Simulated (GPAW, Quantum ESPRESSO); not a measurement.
Consider Mo (Im-3m).

```cif
data_structure
_symmetry_space_group_name_H-M 'P 1'
_symmetry_Int_Tables_number 1
_cell_length_a 2.7252
_cell_length_b 2.7252
_cell_length_c 2.7252
_cell_angle_alpha 109.471
_cell_angle_beta 109.471
_cell_angle_gamma 109.471
_cell_volume 15.58
loop_
_atom_site_label
_atom_site_type_symbol
_atom_site_fract_x
_atom_site_fract_y
_atom_site_fract_z
_atom_site_occupancy
Mo1 Mo 0.00000 0.00000 0.00000 1
```

Absorber: atom 1, with 8 Mo at 2.73 Å and 6 Mo at 3.15 Å (cube and octahedron, as in bcc, site symmetry m-3m). Method: Quantum ESPRESSO XSpectra, PBE, excited-electron core hole (neutral cell), 8-atom cell with 5.5 Å between holes, 5×5×5 k points, dipole transitions, Lorentzian half width 0.89 eV.

Question: What does the Mo L₃ edge look like?

Main maxima up to 30 eV above the zero (height): 1.0 eV (2.86), 13.2 eV (0.83), 19.4 eV (0.73) and 28.1 eV (0.64). At an L edge the dipole rule selects empty d (and weakly s) states on the absorber, and the strong line at the onset measures the empty part of its d band. 

The Mo L₃ spectrum (energy from the energy zero of the input (xe0, at the border of filled and empty states); intensity scaled to a mean of 1 over the first 20 eV; the points at xe0, where the cut of filled states can leave a spike, are interpolated):

| E (eV) | intensity |
| --- | --- |
| -2.0 | 0.36 |
| -1.0 | 0.73 |
| 0.0 | 1.91 |
| 1.0 | 2.86 |
| 2.0 | 2.58 |
| 3.0 | 1.80 |
| 4.0 | 1.15 |
| 5.0 | 0.80 |
| 6.0 | 0.67 |
| 7.0 | 0.53 |
| 8.0 | 0.50 |
| 9.0 | 0.45 |
| 10.0 | 0.56 |
| 11.0 | 0.75 |
| 12.0 | 0.82 |
| 13.0 | 0.83 |
| 14.0 | 0.76 |
| 15.0 | 0.73 |
| 16.0 | 0.71 |
| 17.0 | 0.63 |
| 18.0 | 0.63 |
| 19.0 | 0.72 |
| 20.0 | 0.66 |
| 21.0 | 0.50 |
| 22.0 | 0.45 |
| 23.0 | 0.46 |
| 24.0 | 0.57 |
| 25.0 | 0.56 |
| 26.0 | 0.58 |
| 27.0 | 0.60 |
| 28.0 | 0.64 |
| 29.0 | 0.58 |
| 30.0 | 0.55 |
| 31.0 | 0.55 |
| 32.0 | 0.57 |

Only the L₃ part is meant: spin–orbit coupling of the core level isn't computed and the L₂ copy isn't added. XSpectra leaves a spike where filled states are cut (about half a line width round xe0); it is interpolated away in tables and plots. The holes are only 5.5 Å apart, so the shape is probably not converged with cell size; no larger cell was run here. The structure is a published determination, not relaxed.

[Banner, clock and machine lines of the logs are left out without a mark of their own.]

[Logs are printed without paths, hosts, clocks, repeated set-up lines and the standing remarks that a program may print on its own settings, such as how far it seeks lower states.]

[Hosts, paths, dates, database ids (printed as entryN), source tags and the programs' standing remarks are cut or masked in the printed files.]

[Lists of maxima count a maximum above −3 eV only where it reaches 4 % of the highest in the window and stands out from its surroundings by 2 % of it (1.5 % where it reaches 55 %); shoulders and weaker maxima are passed over, and of the rest the first, up to two pre-edge ones and the few strongest are named.]
